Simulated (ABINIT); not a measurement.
# Quasiparticle gap of MgO (Fm-3m) in ABINIT, part 3 of 3

How does a plane-wave GW calculation on MgO (Fm-3m) run from the first input to the gap?

ABINIT 10.8.3; PBE and many-body steps on it, plane waves. Known limits of the many-body steps: not at the basis limit.

So far. Step 4 (Empty states on the mesh, 6×6×6 mesh, 100 bands): On this mesh the gap is 4.895 eV. Step 5 (Screening, 6×6×6 mesh, 92 bands, screening to 217.7 eV): Local fields lower ε∞ by 7 %.

## 6. Self-energy, 6×6×6 mesh, 92 bands, screening to 217.7 eV

The self-energy is evaluated for the states that the input lists, and the levels follow from it, in one-shot runs by the linearised quasiparticle equation.

This step: G0W0 on PBE, plane waves, norm-conserving pseudopotentials.

File run.abi:

```
acell 3*1.0 Angstrom
rprim 
  -0.000000000000 2.097001392700 2.097001392700
  2.097001392700 -0.000000000000 2.097001392700
  2.097001392700 2.097001392700 -0.000000000000
ntypat 2
znucl 12 8
natom 2
typat 1 2
xred 
  0.000000000000 0.000000000000 0.000000000000
  0.500000000000 0.500000000000 0.500000000000
pp_dirpath "pseudos"
pseudos "Mg.upf, O.upf"
ecut 38
ngkpt 6 6 6
nshiftk 1
shiftk 0 0 0
kptopt 1
chksymbreak 0
istwfk *1
occopt 1
irdwfk 1
optdriver 4
nband 92
gwcalctyp 0
ecutsigx 38
symsigma 1
nkptgw 1
kptgw 
  0.0000000000 0.0000000000 0.0000000000
bdgw 
  6 12
ecuteps 8
irdscr 1
ppmodel 1
indata_prefix "in"
outdata_prefix "out"
tmpdata_prefix "tmp"
```

On the command line:

```sh
$ OMP_NUM_THREADS=1 mpirun -n 4 abinit run.abi > log
```

Numbers of over 12 decimals in the logs are rounded to 6 here.

The log of the run:

```text
.Version 10.8.3 of ABINIT. v10.8.2 released Aug 2026.

 Symmetries : space group Fm -3 m (#225); Bravais cF (face-center cubic)
[... echo of the input left out ...]
== DATASET  1 ==================================================================
-   mpi_nproc: 4, omp_nthreads: 1 (-1 if OMP is not activated)

--- !DatasetInfo
iteration_state: {dtset: 1, }
dimensions: {natom: 2, nkpt: 16, mband: 92, nsppol: 1, nspinor: 1, nspden: 1, mpw: 1411, }
cutoff_energies: {ecut:  38.0, pawecutdg:  -1.0, }
electrons: {nelect:   1.60000000E+01, charge:   0.00000000E+00, occopt:   1.00000000E+00, tsmear:   1.00000000E-02, }

 SIGMA: Calculation of the GW corrections

 Based on a program developped by R.W. Godby, V. Olevano, G. Onida, and L. Reining.
 Incorporated in ABINIT by V. Olevano, G.-M. Rignanese, and M. Torrent.
.Using double precision arithmetic ; gwpc =  8

[... cell and pseudopotentials left out ...]
--------------------------------------------------------------------------------

 ==== K-mesh for the wavefunctions ====
 Number of points in the irreducible wedge :    16
[... list of points left out ...]
 Together with 48 symmetry operations and time-reversal symmetry
 yields   216 points in the full Brillouin Zone.

 ==== Q-mesh for screening function ====
 Number of points in the irreducible wedge :    16
[... list of points left out ...]
 Together with 48 symmetry operations and time-reversal symmetry
 yields   216 points in the full Brillouin Zone.

 vcoul_init : cutoff-mode = AUXILIARY_FUNCTION
 q-points for optical limit:   1
     1)      0.000010    0.000020    0.000030
 setmesh: FFT mesh size selected  =    32x   32x   32
          total number of points  =        32768

 Number of electrons calculated from density =   16.0000; Expected =   16.0000
 average of density, n =  0.128557
 r_s =    1.2291
 omega_plasma =   34.5863 [eV]

 === KS Band Gaps ===
  >>>> For spin  1
   Minimum direct gap =   4.8948 [eV], located at k-point      :   0.0000  0.0000  0.0000
   Fundamental gap    =   4.8948 [eV], Top of valence bands at :   0.0000  0.0000  0.0000
                                       Bottom of conduction at :   0.0000  0.0000  0.0000
 SIGMA fundamental parameters:
 PLASMON POLE MODEL  1
 number of plane-waves for SigmaX                 1411
 number of plane-waves for SigmaC and W            137
 number of plane-waves for wavefunctions          1411
 number of bands                                    92
 number of independent spin polarizations            1
 number of spinorial components                      1
 number of k-points in IBZ                          16
 number of q-points in IBZ                          16
 number of symmetry operations                      48
 number of k-points in BZ                          216
 number of q-points in BZ                          216
 number of frequencies for dSigma/dE                 9
 frequency step for dSigma/dE [eV]                0.25
 number of omega for Sigma on real axis              0
 max omega for Sigma on real axis  [eV]           0.00
 zcut for avoiding poles [eV]                     0.10

 EPSILON^-1 parameters (SCR file):
 dimension of the eps^-1 matrix on file            137
 dimension of the eps^-1 matrix used               137
 number of plane-waves for wavefunctions          1411
 number of bands                                    92
 number of q-points in IBZ                          16
 number of frequencies                               2
 number of real frequencies                          1
 number of imag frequencies                          1

 matrix elements of self-energy operator (all in [eV])

 Perturbative Calculation

--- !SelfEnergy_ee
iteration_state: {dtset: 1, }
kpoint     : [   0.000,    0.000,    0.000, ]
spin       : 1
KS_gap     :    4.895
QP_gap     :    7.194
Delta_QP_KS:    2.299
data: !SigmaeeData |
     Band     E0 <VxcDFT>   SigX SigC(E0)      Z dSigC/dE  Sig(E)    E-E0       E
        6   4.841 -20.153 -25.631   3.796   0.808  -0.237 -21.513  -1.360   3.481
        7   4.841 -20.153 -25.631   3.796   0.808  -0.237 -21.513  -1.360   3.481
        8   4.841 -20.153 -25.631   3.796   0.808  -0.237 -21.513  -1.360   3.481
        9   9.736 -13.562  -8.944  -3.519   0.856  -0.169 -12.622   0.940  10.675
       10  20.877  -9.643  -3.728  -4.629   0.861  -0.161  -8.536   1.107  21.984
       11  20.877  -9.643  -3.728  -4.629   0.861  -0.161  -8.536   1.107  21.984
       12  20.877  -9.643  -3.728  -4.629   0.861  -0.161  -8.536   1.107  21.984

== END DATASET(S) ==============================================================
================================================================================

 -outvars: echo values of variables after computation  --------
           etotal      0.0000000000E+00
            nband          92
             nkpt          16
          spgroup         225
 [... the other variables as echoed above ...]

 Calculation completed.
```

Elapsed: 4.8 s, on 4 MPI ranks of Arm Neoverse V1, shared host; peak memory 0.54 GiB; 19 s of CPU time.

This step gave:

```yaml
g0w0_gap_on_the_points_computed: 7.194 eV
starting_gap_on_the_mesh: 4.895 eV
k_of_the_valence_top: 0, 0, 0
k_of_the_conduction_bottom: 0, 0, 0
z_at_the_valence_top: 0.808
z_at_the_conduction_bottom: 0.856
least_direct_g0w0_gap_on_the_computed_points: 7.194 eV
```

The gap on the mesh goes from 4.89 eV to 7.19 eV, a correction of +2.30 eV.

Limits: finite bands, cutoff and mesh. v1 is the top filled band, c1 the lowest empty one. The levels before and after the correction (eV, zero at the valence-band top of each column):

```csv
,conduction bottom,valence top
Kohn-Sham,4.89,0.00
G0W0,7.19,0.00
```

```csv
,level,energy (eV)
Kohn-Sham,Γ v3-v1,0.000
Kohn-Sham,Γ c1,4.895
Kohn-Sham,Γ c2-c4,16.036
G0W0,Γ v3-v1,0.000
G0W0,Γ c1,7.194
G0W0,Γ c2-c4,18.503
```

## 7. Where the time went

Times are wall times on 4 MPI ranks of Arm Neoverse V1, shared host, good to a factor of about two.

```csv
step,time,share,memory (GiB)
ground state,4.9 s,6 %,0.26
bands along the symmetry lines,3.8 s,4 %,0.25
empty states on the mesh,11 s,12 %,0.71
screening,63 s,72 %,0.77
self-energy,4.8 s,6 %,0.54
```

## 8. What came out

| Property | Result |
| --- | --- |
| PBE gap | 4.89 eV, direct |
| G0W0 gap on the mesh | 7.19 eV |
| GW settings | 6×6×6 mesh, 92 bands, screening to 217.7 eV, Godby-Needs plasmon pole |
| known limits | not at the basis limit |

In words: G0W0 moves the gap on the mesh from 4.89 eV to 7.19 eV (+2.30 eV), with Z of 0.81 and 0.86 at the edges. Local fields lower the RPA ε∞ on this mesh from 3.24 to 3.02. Only 1 of the mesh's irreducible points was corrected, so a valley elsewhere could overtake. The dearest step here is «screening». Against experiment, by G0W0@PBE: the gap of 7.19 eV lies −0.64 eV from the measured 7.83 eV (kind not stated, quoted 2009); the direct gap of 7.19 eV lies −0.64 eV from the measured 7.83 eV (direct, quoted 2021). An exciton line or allowed optical edge lies below the quasiparticle gap by the binding energy; a forbidden edge can push the onset above it. The calculation has static nuclei and no excitons; a measured gap holds zero-point and thermal motion, which mostly lowers it. Against the values above the computed gap that would widen the miss. A likelier cause is too strong a screening: the start's gap is only 4.89 eV, and one shot does not repair that. Bands and cutoff are finite, so the gap is not at the basis limit. The miss can reach some tenths of an eV and take either sign; the mesh is an error of its own. In the G0W0 run levels were corrected at 1 k point alone, so a gap called «on the mesh» is the least over those, and an edge elsewhere would be missed.

[Paths, hosts, dates, memory and timing lines, banners, echoed tables and standing remarks are left out of the program output.]

[Logs are printed without paths, hosts, clocks, repeated set-up lines and the standing remarks that a program may print on its own settings, such as how far it seeks lower states.]

[Runs of the session that timed out or met a known fault of the program may be left out.]

[No measured gap is set beside runs whose start may be inverted or whose files or cutoffs have a known fault.]

[Hosts, paths, dates, database ids (printed as entryN), source tags and the programs' standing remarks are cut or masked in the printed files.]

[G0W0 gaps are taken among the corrected bands and points alone; a level outside them can change the order at an edge.]

[Where Ansatz stands beside ABINIT at settings called matched, ABINIT's density can come from a denser mesh and the files from another edition; pairs whose starting gaps differed by over 0.03 eV were left out, so agreement reads better than it is.]
